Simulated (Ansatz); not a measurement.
# How Ta(110) screens a field

Where does the screening charge of Ta(110) sit?

Calculated with Ansatz 0.2.0; plane-wave DFT, PBE, Ansatz PAW.

## (1) Starting point

The cell holds 6 atoms: 6 Ta. Cell: a = 2.867 Å, b = 2.867 Å, c = 29.703 Å, α = 90.0°, β = 90.0°, γ = 70.5°. Vacuum lies along c.

## (2) Atoms held, field 0

A sawtooth potential applies the field, turning back in the middle of the vacuum. With the dipole correction the typed value is the field outside the slab. The induced dipole is small, so the SCF threshold is tight.

Contents of input.yaml:

```yaml
crystal:
  lattice:
    - [2.3405234457, -1.655, 0.0]
    - [2.3405234457, 1.655, 0.0]
    - [0.0, 0.0, 29.7026172286]
  atoms:
    - { symbol: Ta, position: [0.0, 0.0, 0.3030036017] }
    - { symbol: Ta, position: [0.5, 0.5, 0.381802161] }
    - { symbol: Ta, position: [0.0, 0.0, 0.4606007203] }
    - { symbol: Ta, position: [0.5, 0.5, 0.5393992797] }
    - { symbol: Ta, position: [0.0, 0.0, 0.618197839] }
    - { symbol: Ta, position: [0.5, 0.5, 0.6969963983] }
kpoints:
  mp_grid: { grid: [18, 18, 1] }
hamiltonian:
  xc: pbe
scf:
  occupations: { method: fermi_dirac, width: 0.1 }
  convergence: { dr2_threshold: 1.0e-10 }
efield:
  axis: 3
  dipole_correction: true
  ramp_position: 0.97
  ramp_width: 0.06
  amplitude: 0
output:
  forces: true
  write_potential: true
  write_density: true
  volumetric_format: npy
```

The run is started by

```
$ ansatz run input.yaml --threads 2 --pin off --max-ram 3072MiB --backend cpu --events-out ev --progress --plain --runs-dir out
```

Numbers of over 12 decimals in the logs are rounded to 6 here.

Log:

```text
Engine: ansatz 0.2.0, aarch64-unknown-linux-gnu
Pseudopotentials: kind: paw
Pseudopotential: Ta, paw, valence charge 13, recommended cutoff 420 eV (normal), Ta.paw.azcp
Functional definition: PBE
  parameter kappa = 0.804
  parameter beta = 0.066725
  exchange = pbe_x(kappa = kappa, mu = beta*pi^2/3)
  correlation = pbe_c(beta = beta)
Crystal: 6 atoms, lattice volume = 230.110 Å³
Basis set: ecut = 420 eV, 4525 PW (Γ), exchange–correlation on 40×40×400 points (8 copies of the dense FFT grid, shifted against one another)
Bands: 47, of which v1, the nominal top of the filled ones, is band 39 counted from 1 (38 counted from 0)
Symmetry: 4 space group operations
k-points: 91 of 324
Non-local potential: Ta, projectors of the file, l = 0: 3, l = 1: 2, l = 2: 2, l = 3: 1
PAW form: soft (Blöchl's): semilocal exchange-correlation on the pseudo side does not see the compensation charge
PAW one-centre angular grid: Ta, 590 points (default); XC on 64 Gauss nodes
Initial density: superposition of atomic densities (neutral atoms: chi_scale 0, normalization atom), corrected by the library's trained network
Initial wavefunctions: pseudopotential atomic-orbital guess
Functional: x = pbe(κ = 0.804, μ = 0.219515), c = pbe(β = 0.066725)
SCF iter   1: F=—  HF=-59591.448324 eV  |F-HF|=—  |Δ(HF+E_count)|=         —  Δρ=9.69e-3  dr2=9.89e0  ethr=1.77e-3  p=0.000 e·Å  D=5.05e-14 V/Å  ΔV_dip=-0.00 eV  dr2_dipole=1.51e-7  V_vac-E_F(+/−)=5.12/5.12 eV  ⟨swp⟩=8.2  Hψ=20100  notcnv=0
efield: sawtooth ramp at fractional position 0.9700 (set: `efield.ramp_position`, or a place that a band, a saddle search or an elastic batch's reference lends), width 0.0600; the density the first Hamiltonian is built on has a dipole p = 0.000 e·Å; the dipole correction subtracts the counter field D = 5.05e-14 V/Å, which shifts the + side's vacuum level by -0.00 eV against the − side's; the planar-averaged density in the ramp window peaks in size at 1.3e-5 e/Å³
preconditioner: auto → LDOS  [metal: Δε(μ)=0.007 eV  Ē_g=3.870 eV  σ=0.100 eV  W_gap=0.02  n_scr=20 (ndim 8)  ℏωp=13.4 eV  f_vac=0.467  D(μ)=7.74/eV (n_scr^D=50)  β→1.0]
SCF iter   2: F=—  HF=-59591.301744 eV  |F-HF|=—  |Δ(HF+E_count)|=   1.47e-1  Δρ=1.73e-3  dr2=6.59e-3  ethr=1.77e-3  p=-0.000 e·Å  D=-1.37e-5 V/Å  ΔV_dip=0.00 eV  dr2_dipole=4.30e-8  V_vac-E_F(+/−)=4.79/4.79 eV  ⟨swp⟩=3.2  Hψ=5459  notcnv=0  defer=2
SCF iter   3: F=—  HF=-59591.303729 eV  |F-HF|=—  |Δ(HF+E_count)|=   1.99e-3  Δρ=5.74e-4  dr2=3.56e-3  ethr=8.44e-6  p=-0.000 e·Å  D=-1.45e-6 V/Å  ΔV_dip=0.00 eV  dr2_dipole=7.77e-9  V_vac-E_F(+/−)=4.79/4.79 eV  ⟨swp⟩=3.1  Hψ=8784  notcnv=0  defer=3
SCF iter   4: F=—  HF=-59591.303547 eV  |F-HF|=—  |Δ(HF+E_count)|=   1.82e-4  Δρ=1.76e-4  dr2=2.12e-4  ethr=4.56e-6  p=-0.000 e·Å  D=-2.00e-6 V/Å  ΔV_dip=0.00 eV  dr2_dipole=2.39e-10  V_vac-E_F(+/−)=4.78/4.78 eV  ⟨swp⟩=2.6  Hψ=7625  notcnv=0  defer=3
SCF iter   5: F=—  HF=-59591.303542 eV  |F-HF|=—  |Δ(HF+E_count)|=   4.75e-6  Δρ=4.60e-5  dr2=5.99e-6  ethr=2.72e-7  p=-0.000 e·Å  D=-1.01e-6 V/Å  ΔV_dip=0.00 eV  dr2_dipole=1.08e-12  V_vac-E_F(+/−)=4.78/4.78 eV  ⟨swp⟩=2.8  Hψ=8370  notcnv=0  defer=3
SCF iter   6: F=—  HF=-59591.303209 eV  |F-HF|=—  |Δ(HF+E_count)|=   3.33e-4  Δρ=1.56e-5  dr2=7.72e-7  ethr=7.68e-9  p=-0.000 e·Å  D=-4.84e-7 V/Å  ΔV_dip=0.00 eV  dr2_dipole=1.10e-11  V_vac-E_F(+/−)=4.78/4.78 eV  ⟨swp⟩=2.3  Hψ=7265  notcnv=0  defer=2
SCF iter   7: F=—  HF=-59591.303209 eV  |F-HF|=—  |Δ(HF+E_count)|=   5.24e-7  Δρ=4.43e-6  dr2=6.44e-8  ethr=9.90e-10  p=-0.000 e·Å  D=-1.84e-7 V/Å  ΔV_dip=0.00 eV  dr2_dipole=2.32e-13  V_vac-E_F(+/−)=4.78/4.78 eV  ⟨swp⟩=2.8  Hψ=8431  notcnv=0  defer=2
SCF iter   8: F=—  HF=-59591.303209 eV  |F-HF|=—  |Δ(HF+E_count)|=   4.50e-8  Δρ=1.36e-6  dr2=1.15e-8  ethr=8.25e-11  p=-0.000 e·Å  D=-8.48e-8 V/Å  ΔV_dip=0.00 eV  dr2_dipole=9.22e-16  V_vac-E_F(+/−)=4.78/4.78 eV  ⟨swp⟩=2.5  Hψ=7456  notcnv=0  defer=2
SCF iter   9: F=—  HF=-59591.303209 eV  |F-HF|=—  |Δ(HF+E_count)|=   1.40e-8  Δρ=4.45e-7  dr2=7.93e-10  ethr=1.48e-11  p=-0.000 e·Å  D=-3.64e-8 V/Å  ΔV_dip=0.00 eV  dr2_dipole=2.06e-13  V_vac-E_F(+/−)=4.78/4.78 eV  ⟨swp⟩=2.3  Hψ=6075  notcnv=0  defer=2
SCF iter  10: F=-59591.303209 eV  HF=-59591.303209 eV  |F-HF|=4.66e-10  |Δ(HF+E_count)|=   1.93e-9  Δρ=1.23e-7  dr2=4.00e-11  ethr=1.00e-12  p=-0.000 e·Å  D=-1.20e-8 V/Å  ΔV_dip=0.00 eV  dr2_dipole=1.29e-14  V_vac-E_F(+/−)=4.78/4.78 eV  ⟨swp⟩=14.4  Hψ=29483  notcnv=0
SCF 1 converged in 10 iterations: F = -59591.303209 eV  dr2 = 4.00e-11
  greatest PAW one-centre occupation: 0.999 electrons in one spin orbital (limit 2), on the Ta atom at site 2 (counted from 0), in its partial waves of l = 0
WARN: The output density's exchange-correlation potential varies sharply where the density is thin. Do not read a vacuum level from v_tot or v_xc, or from such a field of the output density. On a cell that repeats whose density bears no net charge and no dipole along the vacuum's axis use v_es (v_loc + v_h of the components); under efield.dipole_correction with no amplitude use v_es + v_field, which holds any externa [...]
SCF converged after 10 iterations
Free energy (F): -59591.303209 eV
Harris-Foulkes:  -59591.303209 eV  (|F-HF|=4.66e-10)
Internal energy: -59591.033487 eV  (E = F + TS)
E sigma→0 (E₀):  -59591.168348 eV
Entropy (-TS):   -0.269723 eV (-44.954 meV/atom)
Fermi energy:    6.391458 eV
Dipole field:    D = -0.000000 V/Å  (p = -0.000000 e·Å, saw-weighted, corrected)
Work function:   Φ+ = 4.7792 eV   Φ− = 4.7792 eV
Levels:          The Fermi level and band energies are counted from a zero that moves with the ramp; work functions are not
--- Per-component energies (eV) ---
  E_band       = -1583.043442
  E_kinetic    = 2188.334753
  E_local      = -102571.861241  (includes V_loc(G=0)·N_el)
  E_nonlocal   = 88.853563
  E_hartree    = 50303.417211
  E_xc         = -1306.512114
  E_vxc        = -1218.617342  (∫ρ·V_xc dr)
  E_paw        = -50378.958198  (= ΣΔE_a)
  E_vpaw       = -676.587659  (= ΣTr[D̂ρ^β])
  E_aug_tail   = 0.000826  (compensation charges beyond the density's cutoff)
  E_efield     = 0.000000  (sawtooth field / dipole correction)
  E_vefield    = 0.000000  (∫n·V_field dr)
  E_ewald      = 42085.691713
  E_smearing   = -0.269723  (= −TS)
  E_closure    = 0.000000  (closes the sum)
  Σ components = -59591.303209   (vs F -59591.303209, Δ=0.00e0)
--- Forces (eV/Å), atoms counted from 1 ---
  atom   1  Ta    -0.00000000    -0.00000000     0.40620479
  atom   2  Ta     0.00000000     0.00000000    -0.42082207
  atom   3  Ta     0.00000000    -0.00000000    -0.08068443
  atom   4  Ta    -0.00000000     0.00000000     0.08068451
  atom   5  Ta    -0.00000000    -0.00000000     0.42082191
  atom   6  Ta     0.00000000     0.00000000    -0.40620463
  max |Σ_I F_I| component: 8.25e-8 eV/Å
--- Band table (eV; the first three rows and the last of 91) ---
  k-point 0: bands = [... 35 lower, 6.0691, 6.4541, 6.4902, 6.7233, 6.9361, 6.9783, 7.0271, 7.3172, ... 4 higher]
  k-point 1: bands = [... 35 lower, 6.0561, 6.3588, 6.4900, 6.6692, 6.8657, 6.9128, 7.0529, 7.3405, ... 4 higher]
  k-point 2: bands = [... 35 lower, 6.0370, 6.1398, 6.4016, 6.5876, 6.6170, 6.7569, 7.0908, 7.2457, ... 4 higher]
  k-point 90: bands = [... 35 lower, 5.7352, 6.5936, 6.8620, 8.0939, 8.2631, 8.3719, 8.5036, 8.6389, ... 4 higher]
```

Run time: 70 s. Hardware: 2 threads of Arm Neoverse V2, shared host; peak memory 0.86 GiB; 2.3 min of CPU time.

Numbers from this step:

- energy at zero smearing: -59591.1683 eV
- work function, upper face: 4.779 eV
- dipole along the normal: -1.96e-7 e·Å

Running mean over 2.341 Å of the planar mean; the ramp of the sawtooth is left out. The electron's electrostatic potential energy less the Fermi level by z:

z (Å), electron's electrostatic potential energy less the Fermi level (eV) and a bar from the least value:
```
        4        4.8 ##############################
        5        4.8 ##############################
        6        4.6 ##############################
        7        2.9 ##########################
        8       -5.2 ##########
        9      -10.1 
       10      -10.0 
       11      -10.0 
       12      -10.0 
       13      -10.0 
       14      -10.0 
       15      -10.0 
       16      -10.0 
       17      -10.0 
       18      -10.0 
       19      -10.0 
       20      -10.1 
       21       -9.6 #
       22       -2.2 ################
       23        3.8 ############################
       24        4.7 ##############################
       25        4.8 ##############################
       26        4.8 ##############################
```

Force by atom:

```tsv
atom	x (eV/Å)	y (eV/Å)	z (eV/Å)	size
Ta1	0.000	0.000	0.406	0.406
Ta2	0.000	0.000	-0.421	0.421
Ta3	0.000	0.000	-0.081	0.081
Ta4	0.000	0.000	0.081	0.081
Ta5	0.000	0.000	0.421	0.421
Ta6	0.000	0.000	-0.406	0.406
```

The work function of the upper face is 4.78 eV.

## (3) Atoms held, field 0.05 V/Å

Changes to input.yaml since step 2:

```diff
@@ -24,3 +24,3 @@
   ramp_width: 0.06
-  amplitude: 0
+  amplitude: 0.05
 output:
```

Log:

```text
[...]
Crystal: 6 atoms, lattice volume = 230.110 Å³
Basis set: ecut = 420 eV, 4525 PW (Γ), exchange–correlation on 40×40×400 points (8 copies of the dense FFT grid, shifted against one another)
Bands: 47, of which v1, the nominal top of the filled ones, is band 39 counted from 1 (38 counted from 0)
Symmetry: 4 space group operations
k-points: 91 of 324
[...]
k-point 0: bands = [... 35 lower, 6.0693, 6.4540, 6.4901, 6.7231, 6.9359, 6.9782, 7.0270, 7.3170, ... 4 higher]
  k-point 1: bands = [... 35 lower, 6.0562, 6.3587, 6.4898, 6.6691, 6.8656, 6.9126, 7.0528, 7.3404, ... 4 higher]
  k-point 2: bands = [... 35 lower, 6.0369, 6.1397, 6.4014, 6.5874, 6.6168, 6.7568, 7.0907, 7.2456, ... 4 higher]
  k-point 90: bands = [... 35 lower, 5.7351, 6.5935, 6.8618, 8.0938, 8.2629, 8.3718, 8.5034, 8.6387, ... 4 higher]
[key lines of the parts left out:]
SCF converged after 13 iterations
Free energy (F): -59591.304066 eV
Fermi energy:    6.391318 eV
Dipole field:    D = 0.026958 V/Å  (p = 0.034281 e·Å, saw-weighted, corrected)
```

It took 90 s on 2 threads; peak memory 0.85 GiB.

The dipole is 0.0343 e·Å.

## (4) Single point, field -0.05 V/Å

Changes to input.yaml since step 3:

```diff
@@ -24,3 +24,3 @@
   ramp_width: 0.06
-  amplitude: 0.05
+  amplitude: -0.05
 output:
```

Log:

```text
[...]
Crystal: 6 atoms, lattice volume = 230.110 Å³
Basis set: ecut = 420 eV, 4525 PW (Γ), exchange–correlation on 40×40×400 points (8 copies of the dense FFT grid, shifted against one another)
Bands: 47, of which v1, the nominal top of the filled ones, is band 39 counted from 1 (38 counted from 0)
Symmetry: 4 space group operations
k-points: 91 of 324
[...]
k-point 0: bands = [... 35 lower, 6.0693, 6.4540, 6.4901, 6.7231, 6.9359, 6.9782, 7.0270, 7.3170, ... 4 higher]
  k-point 1: bands = [... 35 lower, 6.0562, 6.3587, 6.4898, 6.6691, 6.8656, 6.9126, 7.0528, 7.3404, ... 4 higher]
  k-point 2: bands = [... 35 lower, 6.0369, 6.1397, 6.4014, 6.5874, 6.6168, 6.7568, 7.0907, 7.2456, ... 4 higher]
  k-point 90: bands = [... 35 lower, 5.7351, 6.5935, 6.8618, 8.0938, 8.2629, 8.3718, 8.5034, 8.6387, ... 4 higher]
[key lines of the parts left out:]
SCF converged after 13 iterations
Free energy (F): -59591.304066 eV
Fermi energy:    6.391318 eV
Dipole field:    D = -0.026958 V/Å  (p = -0.034281 e·Å, saw-weighted, corrected)
```

Run time: 91 s. Hardware: 2 threads; peak memory 0.85 GiB; 3 min of CPU time.

The dipole is -0.0343 e·Å.

## (5) Atoms held, field 0.1 V/Å

Changes to input.yaml since step 4:

```diff
@@ -24,3 +24,3 @@
   ramp_width: 0.06
-  amplitude: -0.05
+  amplitude: 0.1
 output:
```

Log:

```text
[...]
Crystal: 6 atoms, lattice volume = 230.110 Å³
Basis set: ecut = 420 eV, 4525 PW (Γ), exchange–correlation on 40×40×400 points (8 copies of the dense FFT grid, shifted against one another)
Bands: 47, of which v1, the nominal top of the filled ones, is band 39 counted from 1 (38 counted from 0)
Symmetry: 4 space group operations
k-points: 91 of 324
[...]
k-point 0: bands = [... 35 lower, 6.0698, 6.4536, 6.4896, 6.7227, 6.9355, 6.9778, 7.0266, 7.3166, ... 4 higher]
  k-point 1: bands = [... 35 lower, 6.0563, 6.3583, 6.4894, 6.6687, 6.8651, 6.9122, 7.0524, 7.3400, ... 4 higher]
  k-point 2: bands = [... 35 lower, 6.0365, 6.1393, 6.4010, 6.5870, 6.6164, 6.7564, 7.0903, 7.2452, ... 4 higher]
  k-point 90: bands = [... 35 lower, 5.7347, 6.5931, 6.8614, 8.0933, 8.2625, 8.3713, 8.5030, 8.6383, ... 4 higher]
[key lines of the parts left out:]
SCF converged after 13 iterations
Free energy (F): -59591.306637 eV
Fermi energy:    6.390906 eV
Dipole field:    D = 0.053916 V/Å  (p = 0.068563 e·Å, saw-weighted, corrected)
```

Wall time 92 s (2 threads); peak memory 0.85 GiB.

The dipole is 0.0686 e·Å.

## (6) Single point, field -0.1 V/Å

Changes to input.yaml since step 5:

```diff
@@ -24,3 +24,3 @@
   ramp_width: 0.06
-  amplitude: 0.1
+  amplitude: -0.1
 output:
```

Log:

```text
[...]
Crystal: 6 atoms, lattice volume = 230.110 Å³
Basis set: ecut = 420 eV, 4525 PW (Γ), exchange–correlation on 40×40×400 points (8 copies of the dense FFT grid, shifted against one another)
Bands: 47, of which v1, the nominal top of the filled ones, is band 39 counted from 1 (38 counted from 0)
Symmetry: 4 space group operations
k-points: 91 of 324
[...]
k-point 0: bands = [... 35 lower, 6.0698, 6.4536, 6.4896, 6.7227, 6.9355, 6.9778, 7.0266, 7.3166, ... 4 higher]
  k-point 1: bands = [... 35 lower, 6.0563, 6.3583, 6.4894, 6.6687, 6.8651, 6.9122, 7.0524, 7.3400, ... 4 higher]
  k-point 2: bands = [... 35 lower, 6.0365, 6.1393, 6.4010, 6.5870, 6.6164, 6.7564, 7.0903, 7.2452, ... 4 higher]
  k-point 90: bands = [... 35 lower, 5.7347, 6.5931, 6.8614, 8.0933, 8.2625, 8.3713, 8.5030, 8.6383, ... 4 higher]
[key lines of the parts left out:]
SCF converged after 13 iterations
Free energy (F): -59591.306637 eV
Fermi energy:    6.390906 eV
Dipole field:    D = -0.053916 V/Å  (p = -0.068563 e·Å, saw-weighted, corrected)
```

It took 91 s on 2 threads; peak memory 0.85 GiB; 3 min of CPU time.

The dipole is -0.0686 e·Å.

## (7) Atoms held, field 0.2 V/Å

Changes to input.yaml since step 6:

```diff
@@ -24,3 +24,3 @@
   ramp_width: 0.06
-  amplitude: -0.1
+  amplitude: 0.2
 output:
```

Log:

```text
[...]
Crystal: 6 atoms, lattice volume = 230.110 Å³
Basis set: ecut = 420 eV, 4525 PW (Γ), exchange–correlation on 40×40×400 points (8 copies of the dense FFT grid, shifted against one another)
Bands: 47, of which v1, the nominal top of the filled ones, is band 39 counted from 1 (38 counted from 0)
Symmetry: 4 space group operations
k-points: 91 of 324
[...]
k-point 0: bands = [... 35 lower, 6.0719, 6.4519, 6.4880, 6.7212, 6.9339, 6.9760, 7.0250, 7.3150, ... 4 higher]
  k-point 1: bands = [... 35 lower, 6.0569, 6.3566, 6.4878, 6.6672, 6.8634, 6.9106, 7.0508, 7.3382, ... 4 higher]
  k-point 2: bands = [... 35 lower, 6.0349, 6.1376, 6.3994, 6.5853, 6.6147, 6.7548, 7.0887, 7.2435, ... 4 higher]
  k-point 90: bands = [... 35 lower, 5.7330, 6.5914, 6.8597, 8.0917, 8.2608, 8.3696, 8.5014, 8.6367, ... 4 higher]
[key lines of the parts left out:]
SCF converged after 13 iterations
Free energy (F): -59591.316922 eV
Fermi energy:    6.389253 eV
Dipole field:    D = 0.107844 V/Å  (p = 0.137141 e·Å, saw-weighted, corrected)
```

Elapsed: 92 s, on 2 threads; peak memory 0.85 GiB; 3.1 min of CPU time.

The dipole is 0.137 e·Å.

## (8) Atoms held, field -0.2 V/Å

Changes to input.yaml since step 7:

```diff
@@ -24,3 +24,3 @@
   ramp_width: 0.06
-  amplitude: 0.2
+  amplitude: -0.2
 output:
```

Log:

```text
[...]
Crystal: 6 atoms, lattice volume = 230.110 Å³
Basis set: ecut = 420 eV, 4525 PW (Γ), exchange–correlation on 40×40×400 points (8 copies of the dense FFT grid, shifted against one another)
Bands: 47, of which v1, the nominal top of the filled ones, is band 39 counted from 1 (38 counted from 0)
Symmetry: 4 space group operations
k-points: 91 of 324
[...]
k-point 0: bands = [... 35 lower, 6.0719, 6.4519, 6.4880, 6.7212, 6.9339, 6.9760, 7.0250, 7.3150, ... 4 higher]
  k-point 1: bands = [... 35 lower, 6.0569, 6.3566, 6.4878, 6.6672, 6.8634, 6.9106, 7.0508, 7.3382, ... 4 higher]
  k-point 2: bands = [... 35 lower, 6.0349, 6.1376, 6.3994, 6.5853, 6.6147, 6.7548, 7.0887, 7.2435, ... 4 higher]
  k-point 90: bands = [... 35 lower, 5.7330, 6.5914, 6.8597, 8.0917, 8.2608, 8.3696, 8.5014, 8.6367, ... 4 higher]
[key lines of the parts left out:]
SCF converged after 13 iterations
Free energy (F): -59591.316922 eV
Fermi energy:    6.389253 eV
Dipole field:    D = -0.107844 V/Å  (p = -0.137142 e·Å, saw-weighted, corrected)
```

Wall time 91 s (2 threads); peak memory 0.85 GiB; 3 min of CPU time.

The dipole is -0.137 e·Å.

## (9) Single point, field 0.4 V/Å

Changes to input.yaml since step 8:

```diff
@@ -24,3 +24,3 @@
   ramp_width: 0.06
-  amplitude: -0.2
+  amplitude: 0.4
 output:
@@ -30 +30,2 @@
   volumetric_format: npy
+  elf: true
```

Log:

```text
[...]
Crystal: 6 atoms, lattice volume = 230.110 Å³
Basis set: ecut = 420 eV, 4525 PW (Γ), exchange–correlation on 40×40×400 points (8 copies of the dense FFT grid, shifted against one another)
Bands: 47, of which v1, the nominal top of the filled ones, is band 39 counted from 1 (38 counted from 0)
Symmetry: 4 space group operations
k-points: 91 of 324
[...]
k-point 0: bands = [... 35 lower, 6.0780, 6.4451, 6.4811, 6.7149, 6.9271, 6.9690, 7.0185, 7.3082, ... 4 higher]
  k-point 1: bands = [... 35 lower, 6.0583, 6.3498, 6.4809, 6.6608, 6.8564, 6.9040, 7.0443, 7.3312, ... 4 higher]
  k-point 2: bands = [... 35 lower, 6.0284, 6.1308, 6.3927, 6.5783, 6.6079, 6.7482, 7.0823, 7.2366, ... 4 higher]
  k-point 90: bands = [... 35 lower, 5.7261, 6.5847, 6.8528, 8.0848, 8.2541, 8.3628, 8.4947, 8.6301, ... 4 higher]
[key lines of the parts left out:]
SCF converged after 15 iterations
Free energy (F): -59591.358075 eV
Fermi energy:    6.382516 eV
Dipole field:    D = 0.215801 V/Å  (p = 0.274427 e·Å, saw-weighted, corrected)
```

Elapsed: 1.7 min, on 2 threads; peak memory 0.85 GiB.

Running mean over 2.341 Å of the planar mean, with the applied field; the ramp of the sawtooth is left out. The electron's electrostatic potential energy less the Fermi level by z:

z (Å), electron's electrostatic potential energy less the Fermi level (eV) and a bar from the least value:
```
        4        3.7 ##########################
        5        4.0 ##########################
        6        4.2 ###########################
        7        2.8 ########################
        8       -5.2 #########
        9      -10.1 
       10      -10.0 
       11      -10.0 
       12      -10.0 
       13      -10.0 
       14      -10.0 
       15      -10.0 
       16      -10.0 
       17      -10.0 
       18      -10.0 
       19      -10.0 
       20      -10.1 
       21       -9.6 #
       22       -2.2 ###############
       23        4.0 ##########################
       24        5.2 ############################
       25        5.6 #############################
       26        6.1 ##############################
```

The dipole is 0.274 e·Å.

(Part 1 of 2 ends here.)

[Logs are printed without paths, hosts, clocks, repeated set-up lines and the standing remarks that a program may print on its own settings, such as how far it seeks lower states.]

[Hosts, paths, dates, database ids (printed as entryN), source tags and the programs' standing remarks are cut or masked in the printed files.]

[Maps of the electrostatic potential energy from Ansatz leave out the sawtooth potential of an applied field or a dipole correction, so their vacuum need not be flat; planar profiles and work functions include it.]
